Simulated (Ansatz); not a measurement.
# H on Ta(110): change of the work function, part 2 of 3

How does H on the hollow site change the work function of Ta(110) as the layer fills?

Ansatz 0.2.0; plane-wave DFT, PBE, Ansatz PAW.

So far, work function, upper face (eV): step 2 (the clean slab) 4.77.

**3. Adsorbate added, k-mesh 6×6×1, coverage 0.25 ML**

System of this step: Ta16H (H/Ta(110)). The cell holds 17 atoms: 16 Ta and 1 H. Cell: a = 5.733 Å, b = 5.733 Å, c = 26.257 Å, α = 90.0°, β = 90.0°, γ = 70.5°. Vacuum lies along c.

The clean slab as it ended is repeated in the plane and the adsorbate is set on one face; the cell's size fixes the coverage, and the k-mesh shrinks with it to keep the sampling density about even. Adsorbate and upper layers relax, since the dipole depends on the height.

Contents of input.yaml:

```yaml
crystal:
  lattice:
    - [4.6810468914, -3.31, 0.0]
    - [4.6810468914, 3.31, 0.0]
    - [0.0, 0.0, 26.2568409049]
  atoms:
    - { symbol: Ta, position: [0.0, 0.0, 0.3427678155] }
    - { symbol: Ta, position: [0.25, 0.25, 0.4319073832] }
    - { symbol: Ta, position: [0.0, 0.0, 0.5211382921] }
    - { symbol: Ta, position: [0.25, 0.25, 0.6068055652] }
    - { symbol: Ta, position: [0.0, 0.5, 0.3427678155] }
    - { symbol: Ta, position: [0.25, 0.75, 0.4319073832] }
    - { symbol: Ta, position: [0.0, 0.5, 0.5211382921] }
    - { symbol: Ta, position: [0.25, 0.75, 0.6068055652] }
    - { symbol: Ta, position: [0.5, 0.0, 0.3427678155] }
    - { symbol: Ta, position: [0.75, 0.25, 0.4319073832] }
    - { symbol: Ta, position: [0.5, 0.0, 0.5211382921] }
    - { symbol: Ta, position: [0.75, 0.25, 0.6068055652] }
    - { symbol: Ta, position: [0.5, 0.5, 0.3427678155] }
    - { symbol: Ta, position: [0.75, 0.75, 0.4319073832] }
    - { symbol: Ta, position: [0.5, 0.5, 0.5211382921] }
    - { symbol: Ta, position: [0.75, 0.75, 0.6068055652] }
    - { symbol: H, position: [0.42, 0.42, 0.6572321845] }
kpoints:
  mp_grid: { grid: [6, 6, 1] }
hamiltonian:
  xc: pbe
scf:
  occupations: { method: fermi_dirac, width: 0.1 }
  convergence: { dr2_threshold: 1.0e-08 }
efield:
  axis: 3
  dipole_correction: true
  ramp_position: 0.97
  ramp_width: 0.06
relax:
  f_tol: 0.02
  max_steps: 60
  constraints: [{ sites: [0, 1, 4, 5, 8, 9, 12, 13] }]
output:
  dos: { projected: true, e_range: [-8, 4] }
  write_potential: true
  write_density: true
  volumetric_format: npy
  elf: true
```

On the command line:

```console
$ ansatz run input.yaml --threads 4 --pin off --max-ram 6144MiB --backend cpu --events-out ev --progress --plain --runs-dir out
```

Numbers of over 12 decimals in the logs are rounded to 6 here.

Output:

```text
[...]
Crystal: 17 atoms, lattice volume = 813.661 Å³
Basis set: ecut = 420 eV, 15935 PW (Γ), exchange–correlation on 80×80×360 points (8 copies of the dense FFT grid, shifted against one another)
Bands: 126, of which v1, the nominal top of the filled ones, is band 105 counted from 1 (104 counted from 0)
Symmetry: 2 space group operations
[...]
k-points: 13 of 36 (time reversal used)
[...]
SCF iter   1: F=—  HF=-158924.014696 eV  |F-HF|=—  |Δ(HF+E_count)|=         —  Δρ=5.79e-3  dr2=5.27e0  ethr=1.77e-3  p=0.033 e·Å  D=7.39e-3 V/Å  ΔV_dip=-0.19 eV  dr2_dipole=2.71e-2  V_vac-E_F(+/−)=4.80/5.00 eV  ⟨swp⟩=10.2  Hψ=8328  notcnv=0
[...]
SCF iter   9: F=-158923.842937 eV  HF=-158923.842937 eV  |F-HF|=8.53e-9  |Δ(HF+E_count)|=   8.08e-8  Δρ=4.43e-7  dr2=3.29e-9  ethr=4.78e-12  p=0.023 e·Å  D=5.07e-3 V/Å  ΔV_dip=-0.13 eV  dr2_dipole=3.74e-10  V_vac-E_F(+/−)=4.67/4.80 eV  ⟨swp⟩=13.9  Hψ=12255  notcnv=0
SCF 1 converged in 9 iterations: F = -158923.842937 eV  dr2 = 3.29e-9
[...]
relax step   1: F+E_penalty+E_count = -158923.84293657 eV  Δ(F+E_penalty+E_count) = +0.000e0 eV  max|allowed force component| = 7.764e-1 eV/Å  Δτ_max = 0.0000 Å  (9 SCF iters, accepted)
[...]
SCF iter  10: F=-158923.946003 eV  HF=-158923.946003 eV  |F-HF|=5.47e-9  |Δ(HF+E_count)|=   1.61e-8  Δρ=2.78e-7  dr2=1.22e-9  ethr=4.78e-12  p=0.027 e·Å  D=6.06e-3 V/Å  ΔV_dip=-0.16 eV  dr2_dipole=1.75e-14  V_vac-E_F(+/−)=4.64/4.80 eV  ⟨swp⟩=13.9  Hψ=12226  notcnv=0
SCF 2 converged in 10 iterations: F = -158923.946003 eV  dr2 = 1.22e-9
relax step   2: F+E_penalty+E_count = -158923.94600325 eV  Δ(F+E_penalty+E_count) = -1.031e-1 eV  max|allowed force component| = 5.489e-1 eV/Å  Δτ_max = 0.1949 Å  (10 SCF iters, accepted)
SCF iter   1: F=—  HF=-158924.007650 eV  |F-HF|=—  |Δ(HF+E_count)|=         —  Δρ=3.18e-3  dr2=2.66e-1  ethr=1.21e-3  p=0.027 e·Å  D=6.06e-3 V/Å  ΔV_dip=-0.16 eV  dr2_dipole=5.39e-3  V_vac-E_F(+/−)=4.65/4.81 eV  ⟨swp⟩=5.2  Hψ=3245  notcnv=0  defer=8
[...]
SCF iter   9: F=-158923.984121 eV  HF=-158923.984121 eV  |F-HF|=1.70e-8  |Δ(HF+E_count)|=   3.07e-8  Δρ=6.90e-7  dr2=8.31e-9  ethr=4.78e-12  p=0.027 e·Å  D=6.01e-3 V/Å  ΔV_dip=-0.16 eV  dr2_dipole=8.10e-10  V_vac-E_F(+/−)=4.65/4.80 eV  ⟨swp⟩=11.8  Hψ=14268  notcnv=0
SCF 3 converged in 9 iterations: F = -158923.984121 eV  dr2 = 8.31e-9
relax step   3: F+E_penalty+E_count = -158923.98412104 eV  Δ(F+E_penalty+E_count) = -3.812e-2 eV  max|allowed force component| = 9.665e-2 eV/Å  Δτ_max = 0.0938 Å  (9 SCF iters, accepted)
SCF iter   1: F=—  HF=-158923.988187 eV  |F-HF|=—  |Δ(HF+E_count)|=         —  Δρ=8.76e-4  dr2=9.86e-3  ethr=1.43e-4  p=0.027 e·Å  D=6.01e-3 V/Å  ΔV_dip=-0.16 eV  dr2_dipole=2.57e-6  V_vac-E_F(+/−)=4.64/4.80 eV  ⟨swp⟩=2.3  Hψ=2814  notcnv=0  defer=6
[...]
SCF iter   8: F=-158923.986709 eV  HF=-158923.986709 eV  |F-HF|=3.70e-9  |Δ(HF+E_count)|=   4.11e-8  Δρ=2.57e-7  dr2=1.19e-9  ethr=4.78e-12  p=0.027 e·Å  D=6.03e-3 V/Å  ΔV_dip=-0.16 eV  dr2_dipole=8.17e-12  V_vac-E_F(+/−)=4.64/4.80 eV  ⟨swp⟩=12.7  Hψ=12661  notcnv=0
SCF 4 converged in 8 iterations: F = -158923.986709 eV  dr2 = 1.19e-9
relax step   4: F+E_penalty+E_count = -158923.98670937 eV  Δ(F+E_penalty+E_count) = -2.588e-3 eV  max|allowed force component| = 1.979e-2 eV/Å  Δτ_max = 0.0308 Å  (8 SCF iters, accepted)
NSCF: frozen V_eff on 13 k-points
[...]
SCF converged after 8 iterations
Free energy (F): -158923.986709 eV
[...]
Internal energy: -158923.253015 eV  (E = F + TS)
E sigma→0 (E₀):  -158923.619862 eV
Entropy (-TS):   -0.733694 eV (-43.158 meV/atom)
Fermi energy:    3.753009 eV
Dipole field:    D = 0.006031 V/Å  (p = 0.027119 e·Å, saw-weighted, corrected)
Work function:   Φ+ = 4.6443 eV   Φ− = 4.8027 eV
[...]
--- Forces (eV/Å), atoms counted from 1 ---
  atom   1  Ta    -0.00120903    -0.00000000     0.36074303
  atom   2  Ta    -0.04196106    -0.00000000    -0.37383370
  atom   3  Ta    -0.01807680     0.00000000    -0.00398669
  atom   4  Ta     0.01979042     0.00000000    -0.00142057
  atom   5  Ta     0.00572882    -0.00157846     0.41796160
  atom   6  Ta    -0.00384040    -0.04752518    -0.43822429
  atom   7  Ta    -0.01639095    -0.00331410     0.00116457
  atom   8  Ta     0.00554225    -0.01762103     0.00222432
  atom   9  Ta     0.00572882     0.00157846     0.41796160
  atom  10  Ta    -0.00384040     0.04752518    -0.43822429
  atom  11  Ta    -0.01639095     0.00331410     0.00116457
  atom  12  Ta     0.00554225     0.01762103     0.00222432
  atom  13  Ta     0.00239830     0.00000000     0.47009332
  atom  14  Ta     0.03414502    -0.00000000    -0.40842019
  atom  15  Ta    -0.01640140     0.00000000    -0.00780194
  atom  16  Ta     0.01975863     0.00000000    -0.00418802
  atom  17  H      0.01948534    -0.00000000     0.00256586
  max |Σ_I F_I| component: 8.85e-6 eV/Å
--- Band table (eV; the first three rows and the last of 13) ---
  k-point 0: bands = [... 101 lower, 3.8829, 4.0031, 4.1538, 4.2777, 4.3094, 4.7861, 4.9499, 4.9727, ... 17 higher]
  k-point 1: bands = [... 101 lower, 3.6794, 3.8079, 4.0189, 4.0918, 4.3655, 4.4191, 4.5327, 4.6211, ... 17 higher]
  k-point 2: bands = [... 101 lower, 3.4685, 3.5540, 3.5810, 3.6243, 3.6927, 3.7685, 3.8140, 3.9828, ... 17 higher]
  k-point 12: bands = [... 101 lower, 3.8318, 3.8629, 3.8881, 3.9176, 3.9404, 3.9504, 4.0086, 4.1316, ... 17 higher]
--- Relaxed structure (4 steps of the walk, 4 accepted, 0 SCFs on fresh bases) ---
  F+E_penalty+E_count = -158923.98670937 eV   max|allowed force component| = 1.979e-2 eV/Å
  atoms:
    - { symbol: Ta, position: [0.0, 0.0, 0.3427678155] }
    - { symbol: Ta, position: [0.250000, 0.250000, 0.4319073832] }
    - { symbol: Ta, position: [0.000261539, 0.000261539, 0.520658] }
    - { symbol: Ta, position: [0.247968, 0.247968, 0.606748] }
    - { symbol: Ta, position: [-2.7755575615628914e-17, 0.5, 0.3427678155] }
    - { symbol: Ta, position: [0.25, 0.750000, 0.4319073832] }
    - { symbol: Ta, position: [0.000127741, 0.500023, 0.521081] }
    - { symbol: Ta, position: [0.251591, 0.747917, 0.608416] }
    - { symbol: Ta, position: [0.5, -2.7755575615628914e-17, 0.3427678155] }
    - { symbol: Ta, position: [0.750000, 0.25, 0.4319073832] }
    - { symbol: Ta, position: [0.500023, 0.000127741, 0.521081] }
    - { symbol: Ta, position: [0.747917, 0.251591, 0.608416] }
    - { symbol: Ta, position: [0.500000, 0.500000, 0.3427678155] }
    - { symbol: Ta, position: [0.750000, 0.750000, 0.4319073832] }
    - { symbol: Ta, position: [0.500512, 0.500512, 0.521614] }
    - { symbol: Ta, position: [0.753538, 0.753538, 0.606562] }
    - { symbol: H, position: [0.430096, 0.430096, 0.648338] }
```

It took 73 s on 4 threads of Intel Xeon 6975P-C (Granite Rapids), shared host; peak memory 2.9 GiB; 4.7 min of CPU time.

The steps of the relaxation:

```
step  energy less that of the first step (eV)  largest force component (eV/Å)
   1                                   0.0000                          0.7764
   2                                  -0.1031                          0.5489
   3                                  -0.1412                          0.0966
   4                                  -0.1438                          0.0198
```

Forces are held to the 2 operations that the run works with; a distortion that breaks them can't arise in this run.

The atoms that moved most (Å):

```
atom      dx      dy      dz  length
 H17   0.095   0.000  -0.234   0.252
 Ta8  -0.002  -0.012   0.042   0.044
Ta12  -0.002   0.012   0.042   0.044
Ta16   0.033   0.000  -0.006   0.034
 Ta4  -0.019   0.000  -0.002   0.019
Ta15   0.005   0.000   0.012   0.013
 Ta3   0.002   0.000  -0.013   0.013
```

The relaxed structure:

```
Ta H
1.0
     4.68105   -3.31000    0.00000
     4.68105    3.31000    0.00000
     0.00000    0.00000   26.25684
Ta H
16 1
Cartesian
  0.0000 0.0000 9.0000
  2.3405 0.0000 11.3405
  0.0024 0.0000 13.6708
  2.3215 0.0000 15.9313
  2.3405 1.6550 9.0000
  4.6810 1.6550 11.3405
  2.3412 1.6547 13.6819
  4.6787 1.6428 15.9751
  2.3405 -1.6550 9.0000
  4.6810 -1.6550 11.3405
  2.3412 -1.6547 13.6819
  4.6787 -1.6428 15.9751
  4.6810 0.0000 9.0000
  7.0216 0.0000 11.3405
  4.6858 0.0000 13.6959
  7.0547 0.0000 15.9264
  4.0266 0.0000 17.0233
```

Numbers from this step:

* energy at zero smearing: -158923.6199 eV
* work function, upper face: 4.644 eV
* work function, lower face: 4.803 eV
* dipole along the normal: 0.02712 e·Å
* step between the vacuum levels: -0.1584 eV

Running mean over 2.341 Å of the planar mean; the ramp of the sawtooth is left out. Electron's electrostatic potential energy less the Fermi level against z:

```
z (Å)  electron's electrostatic potential energy less the Fermi level (eV)
  3.5                                                                 4.80
  4.0                                                                 4.80
  4.5                                                                 4.80
  5.0                                                                 4.78
  5.5                                                                 4.74
  6.0                                                                 4.61
  6.5                                                                 4.20
  7.0                                                                 2.97
  7.5                                                               -0.257
  8.0                                                                -5.20
  8.5                                                                -8.89
  9.0                                                                -10.1
  9.5                                                                -10.1
 10.0                                                                -10.0
 10.5                                                                -10.0
 11.0                                                                -9.98
 11.5                                                                -9.98
 12.0                                                                -9.97
 12.5                                                                -9.96
 13.0                                                                -9.96
 13.5                                                                -9.99
 14.0                                                                -10.2
 14.5                                                                -10.6
 15.0                                                                -10.7
 15.5                                                                -10.5
 16.0                                                                -10.3
 16.5                                                                -8.91
 17.0                                                                -5.00
 17.5                                                               -0.141
 18.0                                                                 2.84
 18.5                                                                 4.08
 19.0                                                                 4.48
 19.5                                                                 4.59
 20.0                                                                 4.63
 20.5                                                                 4.64
 21.0                                                                 4.64
 21.5                                                                 4.64
 22.0                                                                 4.64
 22.5                                                                 4.64
 23.0                                                                 4.64
```

The density of states has structure finer than the step of the table below, so its rows give means over 0.25 eV, whole bins alone (the curve runs from -8 to 1.89 eV). Peaks (eV: height): -1.500: 38.9, -1.380: 35.0, -1.290: 32.1, -1.110: 35.7, -0.780: 31.4, -0.270: 34.3, -0.120: 28.2.

Density of states against energy, zero at the Fermi level; means over each step:

```
energy (eV)  density of states (states/eV a cell)
      -7.75                               0.00128
      -7.50                                 0.656
      -7.25                                 0.866
      -7.00                                 0.983
      -6.75                                  1.33
      -6.50                                  2.45
      -6.25                                  3.11
      -6.00                                  2.92
      -5.75                                  2.07
      -5.50                                  2.52
      -5.25                                  3.02
      -5.00                                  2.76
      -4.75                                  4.33
      -4.50                                  4.11
      -4.25                                  7.90
      -4.00                                  9.42
      -3.75                                  10.9
      -3.50                                  9.68
      -3.25                                  14.5
      -3.00                                  17.4
      -2.75                                  15.4
      -2.50                                  11.1
      -2.25                                  10.3
      -2.00                                  8.53
      -1.75                                  6.96
      -1.50                                  29.1
      -1.25                                  29.4
      -1.00                                  24.1
      -0.75                                  26.7
      -0.50                                  23.1
      -0.25                                  27.7
       0.00                                  22.7
       0.25                                  17.0
       0.50                                  12.2
       0.75                                  10.1
       1.00                                  11.8
       1.25                                  10.1
       1.50                                  10.5
       1.75                                  11.0
```

Projected DOS per atom over height of the atomic layer and energy from the Fermi level. Layers: Ta4 Ta4 Ta4 Ta4 H from below.

Ten even steps from '0' (0.00 states/eV) to '9' (2.00 states/eV), each cell a mean:
```
42140
32230
32230
53350
86680
96580
87780
68860
22220
33330
45540
34430
23320
12220
11100
00101
00001
00012
00012
00000
00000
00000
```
Columns: height of the atomic layer (Å) from 9 to 17.0 (not evenly spaced); rows upwards: energy from the Fermi level (eV) from -7.96 to 1.84.

ELF in the ca plane at fractional y = 0.000, with atoms of Ta within 0.2 Å of it. It is the smooth field of the valence electrons, not physical close to the nuclei.

Values, 8 rows by 16 columns, each cell a mean:
```
0.57 0.43 0.44 0.41 0.39 0.57 0.36 0.43 0.50 0.46 0.13 0.01 0.00 0.00 0.00 0.00
0.32 0.37 0.39 0.39 0.40 0.29 0.42 0.36 0.41 0.35 0.09 0.01 0.00 0.00 0.00 0.00
0.39 0.35 0.40 0.39 0.36 0.37 0.37 0.34 0.42 0.34 0.08 0.01 0.00 0.00 0.00 0.00
0.52 0.46 0.47 0.42 0.42 0.50 0.38 0.42 0.51 0.41 0.10 0.01 0.00 0.00 0.00 0.00
0.58 0.43 0.45 0.41 0.39 0.57 0.35 0.39 0.48 0.40 0.10 0.01 0.00 0.00 0.00 0.00
0.32 0.37 0.39 0.39 0.40 0.29 0.43 0.36 0.40 0.33 0.08 0.01 0.00 0.00 0.00 0.00
0.39 0.35 0.40 0.39 0.36 0.37 0.40 0.39 0.43 0.37 0.10 0.01 0.00 0.00 0.00 0.00
0.51 0.46 0.46 0.42 0.42 0.49 0.40 0.49 0.53 0.48 0.14 0.01 0.00 0.00 0.00 0.00
```
Columns run along c (16.0 Å, from fractional 0.32 to 0.93 of the cell), rows up along a (5.7 Å). Atoms in or near the plane, at fractional coordinates: Ta at (0.34, 0.00), Ta at (0.52, 0.00), Ta at (0.34, 0.50), Ta at (0.52, 0.50).

Valence density in the ca plane at fractional y = 0.000, with atoms of Ta within 0.2 Å of it. It is the smooth field of the valence electrons, not physical close to the nuclei.

Values in e/Å³, 8 rows by 16 columns, each cell a mean:
```
3.1 1.5 0.3 0.2 1.1 3.2 0.6 0.2 0.1 0.0 0.0 0.0 0.0 0.0 0.0 0.0
0.5 0.3 0.3 0.3 0.3 0.5 0.3 0.3 0.2 0.0 0.0 0.0 0.0 0.0 0.0 0.0
0.9 0.5 0.3 0.3 0.4 0.9 0.3 0.3 0.2 0.0 0.0 0.0 0.0 0.0 0.0 0.0
3.6 1.9 0.3 0.2 1.4 3.8 0.7 0.2 0.1 0.0 0.0 0.0 0.0 0.0 0.0 0.0
3.1 1.5 0.3 0.2 1.1 3.3 0.6 0.2 0.1 0.0 0.0 0.0 0.0 0.0 0.0 0.0
0.5 0.3 0.3 0.3 0.3 0.5 0.3 0.3 0.2 0.0 0.0 0.0 0.0 0.0 0.0 0.0
0.9 0.5 0.3 0.3 0.4 0.9 0.3 0.3 0.2 0.0 0.0 0.0 0.0 0.0 0.0 0.0
3.6 1.9 0.3 0.2 1.4 3.8 0.7 0.2 0.1 0.0 0.0 0.0 0.0 0.0 0.0 0.0
```
Columns run along c (16.0 Å, from fractional 0.32 to 0.93 of the cell), rows up along a (5.7 Å). Atoms in or near the plane, at fractional coordinates: Ta at (0.34, 0.00), Ta at (0.52, 0.00), Ta at (0.34, 0.50), Ta at (0.52, 0.50).

Electrostatic potential energy in the ca plane at fractional y = 0.000, with atoms of Ta within 0.2 Å of it. With pseudopotentials it is smooth inside the atoms' cores, unlike the true potential.

Ten even steps from '0' (-58 eV) to '9' (8 eV), each cell a mean:
```
20026899999861003799999999999999999999999999
53357999999975346899999999999999999999999999
87789999899998778999889999999999999999999999
88899998899999889999889999999999999999999999
87789999899998778999889999999999999999999999
53357999999975336899999999999999999999999999
20026899999861003799999999999999999999999999
10016899999851002689999999999999999999999999
41147999999863114799999999999999999999999999
75578999999986567899999999999999999999999999
88889998899998889999889999999999999999999999
88889998899998889999889999999999999999999999
75578999999986567899999999999999999999999999
41137999999863114799999999999999999999999999
10016899999851002699999999999999999999999999
```
Columns run along c (16.0 Å, from fractional 0.32 to 0.93 of the cell; values clipped at the 3rd and 97th percentile), rows up along a (5.7 Å). Atoms in or near the plane, at fractional coordinates: Ta at (0.34, 0.00), Ta at (0.52, 0.00), Ta at (0.34, 0.50), Ta at (0.52, 0.50).

The relaxation took 4 steps and lowered the energy by 0.14 eV; the largest force on the free atoms ends at 0.020 eV/Å.

By hand: a sheet of dipoles makes a step −p/(ε₀A) in the electron's potential. With e/ε₀ = 180.95 V·Å, p = 0.02712 e·Å and A = 30.99 Å², that is −180.95 × (0.02712) / 30.99 = -0.158 eV, and the two vacuum levels of the run differ by -0.158 eV.

The covered face has 4.64 eV, -0.12 eV against the clean one; the bare back face has moved by -0.01 eV, a measure of how thin the slab is.

(Part 2 of 3 ends here.)

[Logs are printed without paths, hosts, clocks, repeated set-up lines and the standing remarks that a program may print on its own settings, such as how far it seeks lower states.]

[Hosts, paths, dates, database ids (printed as entryN), source tags and the programs' standing remarks are cut or masked in the printed files.]

[Maps of the electrostatic potential energy from Ansatz leave out the sawtooth potential of an applied field or a dipole correction, so their vacuum need not be flat; planar profiles and work functions include it.]
